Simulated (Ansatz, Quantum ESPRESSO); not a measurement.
# Co(0001) under a row of overlayers, part 3 of 7

Which overlayers raise and which lower the work function of Co(0001), and does electronegativity predict it?

Quantum ESPRESSO 7.5; plane-wave DFT, PBE, GBRV ultrasoft pseudopotentials; geometry by Ansatz 0.2.0 with PAW datasets.

So far. Step 3 (Self-consistent run, clean face): The run needed 27 iterations to bring the estimated error under 1e-07 Ry; the largest force on any atom, held or free, is 0.58 eV/Å. The cell keeps a moment of 6.9 μB. Step 3 (Self-consistent run, clean face): Inside the slab this potential holds the local part of the pseudopotentials, which can be repulsive at the nuclei; only its value in the vacuum has a meaning of its own.

## Step 4: Projections on atomic orbitals, clean face

projwfc.x splits the states by atom and orbital; the spilling says how much the atomic basis misses.

Contents of clean.pdos.in:

```
&projwfc
  prefix = 'clean.esm'
  outdir = './out'
  filpdos = 'clean.pdos'
  Emin = -12.99
  Emax = -0.99
  DeltaE = 0.1
  ngauss = 0
  degauss = 0.01
/
```

On the command line:

```
> OMP_NUM_THREADS=1 mpirun -n 4 projwfc.x -in clean.pdos.in > clean.pdos.out
```

Numbers of over 12 decimals in the logs are rounded to 6 here.

The log of the run:

```text
[banner, memory and clock lines left out]
Program PROJWFC v.7.5 starts

          URL

     ./out/clean.esm.save/

     IMPORTANT: XC functional enforced from input :
     Exchange-correlation= PBE
                           (   1   4   3   4   0   0   0)
     Any further DFT definition will be discarded
     Please, verify this is what you really want

     Check: negative core charge=   -0.000029

     negative rho (up, down):  2.606E-05 1.276E-05

     Gaussian broadening (read from input): ngauss,degauss=   0    0.010000

     Calling projwave ....
     one sub-group per band group will be used

     linear algebra parallelized on   4 procs

  Problem Sizes
  natomwfc =           52
  nx       =           26
  nbnd     =           41
  nkstot   =           38
  npwx     =          902
  nkb      =           72

     Atomic states used for projection
     (read from pseudopotential files):

     state #   1: atom   1 (Co ), wfc  1 (l=0 m= 1)
     state #   2: atom   1 (Co ), wfc  2 (l=1 m= 1)
     state #   3: atom   1 (Co ), wfc  2 (l=1 m= 2)
     state #   4: atom   1 (Co ), wfc  2 (l=1 m= 3)
     state #   5: atom   1 (Co ), wfc  3 (l=2 m= 1)
     state #   6: atom   1 (Co ), wfc  3 (l=2 m= 2)
     state #   7: atom   1 (Co ), wfc  3 (l=2 m= 3)
     state #   8: atom   1 (Co ), wfc  3 (l=2 m= 4)
     state #   9: atom   1 (Co ), wfc  3 (l=2 m= 5)
     state #  10: atom   1 (Co ), wfc  4 (l=0 m= 1)
     state #  11: atom   1 (Co ), wfc  5 (l=1 m= 1)
     state #  12: atom   1 (Co ), wfc  5 (l=1 m= 2)
     state #  13: atom   1 (Co ), wfc  5 (l=1 m= 3)
     state #  14: atom   2 (Co ), wfc  1 (l=0 m= 1)
     state #  15: atom   2 (Co ), wfc  2 (l=1 m= 1)
     state #  16: atom   2 (Co ), wfc  2 (l=1 m= 2)
     state #  17: atom   2 (Co ), wfc  2 (l=1 m= 3)
     state #  18: atom   2 (Co ), wfc  3 (l=2 m= 1)
     state #  19: atom   2 (Co ), wfc  3 (l=2 m= 2)
     state #  20: atom   2 (Co ), wfc  3 (l=2 m= 3)
     state #  21: atom   2 (Co ), wfc  3 (l=2 m= 4)
     state #  22: atom   2 (Co ), wfc  3 (l=2 m= 5)
     state #  23: atom   2 (Co ), wfc  4 (l=0 m= 1)
     state #  24: atom   2 (Co ), wfc  5 (l=1 m= 1)
     state #  25: atom   2 (Co ), wfc  5 (l=1 m= 2)
     state #  26: atom   2 (Co ), wfc  5 (l=1 m= 3)
     state #  27: atom   3 (Co ), wfc  1 (l=0 m= 1)
     state #  28: atom   3 (Co ), wfc  2 (l=1 m= 1)
     state #  29: atom   3 (Co ), wfc  2 (l=1 m= 2)
     state #  30: atom   3 (Co ), wfc  2 (l=1 m= 3)
     state #  31: atom   3 (Co ), wfc  3 (l=2 m= 1)
     state #  32: atom   3 (Co ), wfc  3 (l=2 m= 2)
     state #  33: atom   3 (Co ), wfc  3 (l=2 m= 3)
     state #  34: atom   3 (Co ), wfc  3 (l=2 m= 4)
     state #  35: atom   3 (Co ), wfc  3 (l=2 m= 5)
     state #  36: atom   3 (Co ), wfc  4 (l=0 m= 1)
     state #  37: atom   3 (Co ), wfc  5 (l=1 m= 1)
     state #  38: atom   3 (Co ), wfc  5 (l=1 m= 2)
     state #  39: atom   3 (Co ), wfc  5 (l=1 m= 3)
     state #  40: atom   4 (Co ), wfc  1 (l=0 m= 1)
     state #  41: atom   4 (Co ), wfc  2 (l=1 m= 1)
     state #  42: atom   4 (Co ), wfc  2 (l=1 m= 2)
     state #  43: atom   4 (Co ), wfc  2 (l=1 m= 3)
     state #  44: atom   4 (Co ), wfc  3 (l=2 m= 1)
     state #  45: atom   4 (Co ), wfc  3 (l=2 m= 2)
     state #  46: atom   4 (Co ), wfc  3 (l=2 m= 3)
     state #  47: atom   4 (Co ), wfc  3 (l=2 m= 4)
     state #  48: atom   4 (Co ), wfc  3 (l=2 m= 5)
     state #  49: atom   4 (Co ), wfc  4 (l=0 m= 1)
     state #  50: atom   4 (Co ), wfc  5 (l=1 m= 1)
     state #  51: atom   4 (Co ), wfc  5 (l=1 m= 2)
     state #  52: atom   4 (Co ), wfc  5 (l=1 m= 3)

[... projections of each state ...]
Lowdin Charges:

     Atom #   1: total charge =  16.9485, s =  2.4205, p =  6.9908, d =  7.5372,
                 spin up      =   9.3709, s =  1.2021,
                 spin up      =   9.3709, p =  3.4403, pz=  1.1131, px=  1.1636, py=  1.1636,
                 spin up      =   9.3709, d =  4.7285, dz2=  0.9565, dxz=  0.9565, dyz=  0.9565, dx2-y2=  0.9295, dxy=  0.9295,
                 spin down    =   7.5776, s =  1.2183,
                 spin down    =   7.5776, p =  3.5505, pz=  1.1476, px=  1.2015, py=  1.2015,
                 spin down    =   7.5776, d =  2.8087, dz2=  0.5011, dxz=  0.5696, dyz=  0.5696, dx2-y2=  0.5842, dxy=  0.5842,
                 polarization =   1.7934, s = -0.0162, p = -0.1102, d =  1.9198,
     Atom #   2: total charge =  17.0029, s =  2.3569, p =  7.1206, d =  7.5253,
                 spin up      =   9.3617, s =  1.1681,
                 spin up      =   9.3617, p =  3.5048, pz=  1.1697, px=  1.1676, py=  1.1676,
                 spin up      =   9.3617, d =  4.6888, dz2=  0.9265, dxz=  0.9443, dyz=  0.9443, dx2-y2=  0.9369, dxy=  0.9369,
                 spin down    =   7.6412, s =  1.1889,
                 spin down    =   7.6412, p =  3.6158, pz=  1.2071, px=  1.2044, py=  1.2044,
                 spin down    =   7.6412, d =  2.8366, dz2=  0.5880, dxz=  0.5503, dyz=  0.5503, dx2-y2=  0.5740, dxy=  0.5740,
                 polarization =   1.7204, s = -0.0208, p = -0.1110, d =  1.8522,
     Atom #   3: total charge =  17.0096, s =  2.3524, p =  7.1275, d =  7.5297,
                 spin up      =   9.3560, s =  1.1660,
                 spin up      =   9.3560, p =  3.5092, pz=  1.1730, px=  1.1681, py=  1.1681,
                 spin up      =   9.3560, d =  4.6808, dz2=  0.9254, dxz=  0.9412, dyz=  0.9412, dx2-y2=  0.9365, dxy=  0.9365,
                 spin down    =   7.6537, s =  1.1865,
                 spin down    =   7.6537, p =  3.6183, pz=  1.2097, px=  1.2043, py=  1.2043,
                 spin down    =   7.6537, d =  2.8490, dz2=  0.5889, dxz=  0.5552, dyz=  0.5552, dx2-y2=  0.5748, dxy=  0.5748,
                 polarization =   1.7023, s = -0.0205, p = -0.1090, d =  1.8318,
     Atom #   4: total charge =  16.9468, s =  2.4115, p =  6.9887, d =  7.5466,
                 spin up      =   9.3594, s =  1.1977,
                 spin up      =   9.3594, p =  3.4428, pz=  1.1152, px=  1.1638, py=  1.1638,
                 spin up      =   9.3594, d =  4.7189, dz2=  0.9551, dxz=  0.9533, dyz=  0.9533, dx2-y2=  0.9286, dxy=  0.9286,
                 spin down    =   7.5873, s =  1.2138,
                 spin down    =   7.5873, p =  3.5459, pz=  1.1438, px=  1.2011, py=  1.2011,
                 spin down    =   7.5873, d =  2.8276, dz2=  0.4934, dxz=  0.5910, dyz=  0.5910, dx2-y2=  0.5762, dxy=  0.5762,
                 polarization =   1.7721, s = -0.0161, p = -0.1031, d =  1.8913,
     Spilling Parameter:   0.0014

Note: The following floating-point exceptions are signalling: IEEE_DIVIDE_BY_ZERO IEEE_UNDERFLOW_FLAG
Note: The following floating-point exceptions are signalling: IEEE_DIVIDE_BY_ZERO IEEE_UNDERFLOW_FLAG
Note: The following floating-point exceptions are signalling: IEEE_DIVIDE_BY_ZERO IEEE_UNDERFLOW_FLAG
Note: The following floating-point exceptions are signalling: IEEE_DIVIDE_BY_ZERO IEEE_UNDERFLOW_FLAG
```

It took 1.6 s on 4 MPI ranks of Arm Neoverse V1, shared host; peak memory 0.09 GiB; 6.2 s of CPU time.

This step gave:

| Item | Value |
| --- | --- |
| spilling of the projection | 0.0014 |

Projected DOS an atom, spin up over height of the atomic layer and energy from the Fermi level. Columns are the atomic layers from the bottom up.

Ten even steps from '_' (0.01 states/eV) to '@' (1.95 states/eV), each cell a mean:
```
________
________
________
........
::::--::
##@@@@%%
%%**++##
##==--**
@@####@@
@@**##%%
==++====
==++====
--====--
--++++--
..----..
__....__
________
________
________
________
________
________
```
Columns: height of the atomic layer (Å) from -3.01 to 3.01; rows upwards: energy from the Fermi level (eV) from -8.00 to 1.20.

Projected DOS an atom, spin dn over height of the atomic layer and energy from the Fermi level. Columns are the atomic layers from the bottom up.

Ten even steps from '_' (0.01 states/eV) to '@' (1.82 states/eV), each cell a mean:
```
%%@@@@%%
##++==**
++==--++
**++==++
%%**##@@
%%++++%%
========
--==--::
======--
::----::
::----::
..::::..
....::..
________
________
________
________
________
________
________
________
________
```
Columns: height of the atomic layer (Å) from -3.01 to 3.01; rows upwards: energy from the Fermi level (eV) from -8.00 to 1.20.

The atomic orbitals miss 0.1 % of the occupied states; for empty states the projections can miss much more.

## Step 5: Relaxation with Ansatz, Li overlayer

Level of this step: plane-wave DFT, PBE, Ansatz PAW (Ansatz 0.2.0).

System of this step: Co(0001), 4 layers, one monolayer of Li on fcc sites. The cell holds 5 atoms: 4 Co and 1 Li. Its edges and angles: a = 2.510 Å, b = 2.510 Å, c = 25.107 Å, α = 90.0°, β = 90.0°, γ = 60.0°. It derives from Co. Vacuum lies along c.

Contents of input.yaml:

```yaml
crystal:
  lattice:
    - [2.51, 0.0, 0.0]
    - [1.255, 2.1737237635, 0.0]
    - [0.0, 0.0, 25.10683]
  atoms:
    - { symbol: Co, position: [0.6666666667, 0.6666666667, 0.3305873342], spin: 1.7 }
    - { symbol: Co, position: [0.0, 0.0, 0.411665272], spin: 1.7 }
    - { symbol: Co, position: [0.6666666667, 0.6666666667, 0.4927432097], spin: 1.7 }
    - { symbol: Co, position: [0.0, 0.0, 0.5738211475], spin: 1.7 }
    - { symbol: Li, position: [0.3333333333, 0.3333333333, 0.6569077381] }
magnetization:
  spin_polarized: true
kpoints:
  mp_grid: { grid: [12, 12, 1] }
hamiltonian:
  xc: pbe
scf:
  occupations: { method: fermi_dirac, width: 0.1 }
  convergence: { dr2_threshold: 1.0e-08 }
efield:
  axis: 3
  dipole_correction: true
  ramp_position: 0.97
  ramp_width: 0.04
relax:
  f_tol: 0.01
  constraints: [{ sites: [0, 1] }]
output:
  write_potential: true
  write_density: true
  volumetric_format: npy
```

On the command line:

```
> ansatz run input.yaml --threads 4 --pin off --max-ram 8192MiB --backend cpu --events-out ev --progress --plain --runs-dir out
```

The log of the run:

```text
[...]
Crystal: 5 atoms, lattice volume = 136.984 Å³
Basis set: ecut = 420 eV, 2681 PW (Γ), exchange–correlation on 36×36×360 points (8 copies of the dense FFT grid, shifted against one another)
Bands: 47, of which v1, the nominal top of the filled ones, is band 36 counted from 1 (35 counted from 0)
[...]
atoms:
    - { symbol: Co, position: [0.666667, 0.666667, 0.3305873342] }
    - { symbol: Co, position: [-1.8503717077624465e-17, -1.850371707762447e-17, 0.411665272] }
    - { symbol: Co, position: [0.666667, 0.666667, 0.492913] }
    - { symbol: Co, position: [-2.237346463456382e-17, -1.850371707762447e-17, 0.571479] }
    - { symbol: Li, position: [0.333333, 0.333333, 0.655306] }
[key lines of the parts left out:]
SCF converged after 10 iterations
Magnetization: 6.6343 μB (38.8172 up, 32.1828 down)
Free energy (F): -20708.037727 eV
Fermi energy:    3.609707 eV
Dipole field:    D = 0.034008 V/Å  (p = 0.025744 e·Å, saw-weighted, corrected)
Work function:   Φ+ = 4.1288 eV   Φ− = 4.9826 eV
```

The job ended after 45 s (4 threads; peak memory 0.56 GiB; 2.9 min of CPU time).

The steps of the relaxation:

```tsv
step	energy less that of the first step (eV)	largest force component (eV/Å)
1	0.0000	0.3534
2	-0.0069	0.2157
3	-0.0109	0.0296
4	-0.0110	0.0029
```

The atoms that moved most (Å):

```tsv
atom	dx	dy	dz	length
Co4	0.000	0.000	-0.059	0.059
Li5	0.000	0.000	-0.040	0.040
```

The relaxed structure:

```xyz
5
Lattice="2.5100 0.0000 0.0000 1.2550 2.1737 0.0000 0.0000 0.0000 25.1068" Properties=species:S:1:pos:R:3
Co    2.5100    1.4491    8.3000
Co    0.0000    0.0000   10.3356
Co    2.5100    1.4491   12.3755
Co    0.0000    0.0000   14.3480
Li    1.2550    0.7246   16.4527
```

The relaxation lowers the energy by 2 meV an atom. Held were the atoms numbered 1 and 2; the forces quoted are those on the free ones.

Read from the output:

| Item | Value |
| --- | --- |
| free energy | -20708.0377 eV |
| energy at zero smearing | -20707.9600 eV |
| smearing term TS | 0.1554 eV |
| Fermi energy | 3.610 eV |
| magnetization | 6.634 μB |
| absolute magnetization | 7.357 μB |
| site moments | 1.847, 1.776, 1.720, 1.608, -0.03230 μB |
| work function of the upper face | 4.129 eV |
| work function of the lower face | 4.983 eV |
| dipole along the normal | 0.02574 e·Å |

## Step 6: Self-consistent run, Li overlayer

Level of this step: plane-wave DFT, PBE, GBRV ultrasoft pseudopotentials (Quantum ESPRESSO 7.5).

Contents of Li.esm.in:

```
&control
  prefix = 'Li.esm'
  outdir = './out'
  pseudo_dir = './pseudo'
  calculation = 'scf'
  tprnfor = .true.
/
&system
  ibrav = 0
  nat = 5
  ntyp = 2
  ecutwfc = 40
  ecutrho = 200
  occupations = 'smearing'
  smearing = 'mv'
  degauss = 0.02
  assume_isolated = 'esm'
  esm_bc = 'bc1'
  nspin = 2
  starting_magnetization(1) = 0.28
/
&electrons
  conv_thr = 1e-07
  mixing_beta = 0.4
  electron_maxstep = 120
  mixing_mode = 'local-TF'
/
ATOMIC_SPECIES
  Co  58.9332  co_pbe_v1.2.uspp.F.UPF
  Li  6.9400  li_pbe_v1.4.uspp.F.UPF
CELL_PARAMETERS angstrom
  2.51000000000061 0.00000000000000 0.00000000000000
  1.25500000000031 2.17372376349947 0.00000000000000
  0.00000000000000 0.00000000000000 25.10683000000000
ATOMIC_POSITIONS crystal
  Co  0.666666666667 0.666666666667 -0.162359266236
  Co  -0.000000000000 -0.000000000000 -0.081281328436
  Co  0.666666666667 0.666666666667 -0.000033211449
  Co  -0.000000000000 -0.000000000000 0.078532792219
  Li  0.333333333333 0.333333333333 0.162359266236
K_POINTS automatic
  12 12 1 0 0 0
```

On the command line:

```
> OMP_NUM_THREADS=1 mpirun -n 4 pw.x -nk 4 -in Li.esm.in > Li.esm.out
```

The log of the run:

```text
[banner, memory and clock lines left out]
Program PWSCF v.7.5 starts

          URL

     Message from routine setup:
     using ibrav=0 with symmetry is DISCOURAGED, use correct ibrav instead

     G-vector sticks info

     bravais-lattice index     =            0
     lattice parameter (alat)  =       4.7432  a.u.
     unit-cell volume          =     924.4141 (a.u.)^3
     number of atoms/cell      =            5
     number of atomic types    =            2
     number of electrons       =        71.00
     number of Kohn-Sham states=           43
     kinetic-energy cutoff     =      40.0000  Ry
     charge density cutoff     =     200.0000  Ry
     scf convergence threshold =      1.0E-07
     mixing beta               =       0.4000
     number of iterations used =            8  local-TF  mixing
     Exchange-correlation=  SLA  PW   PBX  PBC
                           (   1   4   3   4   0   0   0)

     Effective Screening Medium Method
     Boundary Conditions: Vacuum-Slab-Vacuum
     total charge in unit cell        =   0.0000
     grid points for fit at edges     =        4

     celldm(1)=   4.743213  celldm(2)=   0.000000  celldm(3)=   0.000000
     celldm(4)=   0.000000  celldm(5)=   0.000000  celldm(6)=   0.000000

     crystal axes: (cart. coord. in units of alat)
               a(1) = (   1.000000   0.000000   0.000000 )
               a(2) = (   0.500000   0.866025   0.000000 )
               a(3) = (   0.000000   0.000000  10.002721 )

     reciprocal axes: (cart. coord. in units 2 pi/alat)
               b(1) = (  1.000000 -0.577350  0.000000 )
               b(2) = (  0.000000  1.154701  0.000000 )
               b(3) = (  0.000000  0.000000  0.099973 )

     PseudoPot. # 1 for Co read from file:
     ./pseudo/co_pbe_v1.2.uspp.F.UPF
     Pseudo is Ultrasoft + core correction, Zval = 17.0
     Generated by new atomic code, or converted to UPF format
     Using radial grid of  863 points,  6 beta functions with:
                l(1) =   0
                l(2) =   0
                l(3) =   1
                l(4) =   1
                l(5) =   2
                l(6) =   2
     Q(r) pseudized with  8 coefficients,  rinner =    1.200   1.200   1.200
                                                       1.200   1.200

     PseudoPot. # 2 for Li read from file:
     ./pseudo/li_pbe_v1.4.uspp.F.UPF
     Pseudo is Ultrasoft, Zval =  3.0
     Generated by new atomic code, or converted to UPF format
     Using radial grid of  751 points,  5 beta functions with:
                l(1) =   0
                l(2) =   0
                l(3) =   0
                l(4) =   1
                l(5) =   1
     Q(r) pseudized with 10 coefficients,  rinner =    1.150   1.150   1.150

     atomic species   valence    mass     pseudopotential
     Co               17.00    58.93320     Co( 1.00)
[...]
c_bands:  2 eigenvalues not converged
     c_bands:  1 eigenvalues not converged
     c_bands:  1 eigenvalues not converged
     c_bands:  2 eigenvalues not converged
     ethr =  1.00E-02,  avg # of iterations = 59.7

     negative rho (up, down):  1.789E+00 1.742E+00

     total energy              =   -3735.69369139 Ry
     estimated scf accuracy    <   28367.28554897 Ry

     total magnetization       =     0.03 Bohr mag/cell
     absolute magnetization    =     0.25 Bohr mag/cell

     iteration #  5     ecut=    40.00 Ry     beta= 0.40
     Davidson diagonalization with overlap
     ethr =  1.00E-02,  avg # of iterations =  6.3

     negative rho (up, down):  1.381E+00 1.233E+00

     total energy              =   -3070.54013783 Ry
     estimated scf accuracy    <   28160.06437014 Ry

     total magnetization       =    -0.06 Bohr mag/cell
     absolute magnetization    =     0.17 Bohr mag/cell

     iteration #  6     ecut=    40.00 Ry     beta= 0.40
     Davidson diagonalization with overlap
     ethr =  1.00E-02,  avg # of iterations =  1.5

     negative rho (up, down):  1.528E+01 1.642E+01

     total energy              =  -13341.03197112 Ry
     estimated scf accuracy    <   27701.30823720 Ry

     total magnetization       =    -0.02 Bohr mag/cell
     absolute magnetization    =     0.14 Bohr mag/cell

     iteration #  7     ecut=    40.00 Ry     beta= 0.40
     Davidson diagonalization with overlap
     c_bands:  1 eigenvalues not converged
     ethr =  1.00E-02,  avg # of iterations =  9.7

     negative rho (up, down):  1.714E+01 1.828E+01

     total energy              =  -11313.27924604 Ry
     estimated scf accuracy    <   35122.51313417 Ry

     total magnetization       =    -0.06 Bohr mag/cell
     absolute magnetization    =     0.26 Bohr mag/cell

     iteration #  8     ecut=    40.00 Ry     beta= 0.40
     Davidson diagonalization with overlap
     ethr =  1.00E-02,  avg # of iterations =  1.5

     negative rho (up, down):  1.625E+01 1.744E+01

     total energy              =  -13572.69323374 Ry
     estimated scf accuracy    <   33720.32235194 Ry

     total magnetization       =     0.15 Bohr mag/cell
     absolute magnetization    =     0.25 Bohr mag/cell

     iteration #  9     ecut=    40.00 Ry     beta= 0.40
     Davidson diagonalization with overlap
     ethr =  1.00E-02,  avg # of iterations =  2.0

     negative rho (up, down):  1.711E+01 1.825E+01

     total energy              =  -14425.27881077 Ry
     estimated scf accuracy    <   35406.74187151 Ry

     total magnetization       =    -0.07 Bohr mag/cell
     absolute magnetization    =     0.25 Bohr mag/cell

     iteration # 10     ecut=    40.00 Ry     beta= 0.40
     Davidson diagonalization with overlap
     ethr =  1.00E-02,  avg # of iterations =  1.7

     negative rho (up, down):  3.465E+01 3.609E+01

     total energy              =   32588.09921967 Ry
     estimated scf accuracy    <   36052.23947246 Ry

     total magnetization       =     0.10 Bohr mag/cell
     absolute magnetization    =     0.24 Bohr mag/cell

     iteration # 11     ecut=    40.00 Ry     beta= 0.40
     Davidson diagonalization with overlap

 %%%%%%%%%%%%%%%%%%%%%%%%%%%%%%%%%%%%%%%%%%%%%%%%%%%%%%%%%%%%%%%%%%%%%%%%%%%%%%
     Error in routine c_bands (1):
     too many bands are not converged
 %%%%%%%%%%%%%%%%%%%%%%%%%%%%%%%%%%%%%%%%%%%%%%%%%%%%%%%%%%%%%%%%%%%%%%%%%%%%%%

     stopping ...
[the rest left out]
```

Elapsed: 2.3 min, on 4 MPI ranks; peak memory 0.55 GiB.

Residual by cycle:

cycle, log10 residual and a bar from the least value:
```
        1        3.5 
        2        4.3 ########################
        3        4.3 ######################
        4        4.5 ###########################
        5        4.4 ###########################
        6        4.4 ###########################
        7        4.5 ##############################
        8        4.5 #############################
        9        4.5 ##############################
       10        4.6 ##############################
```

The program stopped the run after its cycles had begun.

After 10 cycles the residual stands at 36052.

The message: “c_bands (1): too many bands are not converged”. The message is a late symptom: the SCF loop had diverged, with an estimated accuracy of 3.61e+04 Ry in its last cycle.

(Continued in part 4 of 7.)

[Logs are printed without paths, hosts, clocks, repeated set-up lines and the standing remarks that a program may print on its own settings, such as how far it seeks lower states.]

[Hosts, paths, dates, database ids (printed as entryN), source tags and the programs' standing remarks are cut or masked in the printed files.]

[Maps of the electrostatic potential energy from Ansatz leave out the sawtooth potential of an applied field or a dipole correction, so their vacuum need not be flat; planar profiles and work functions include it.]
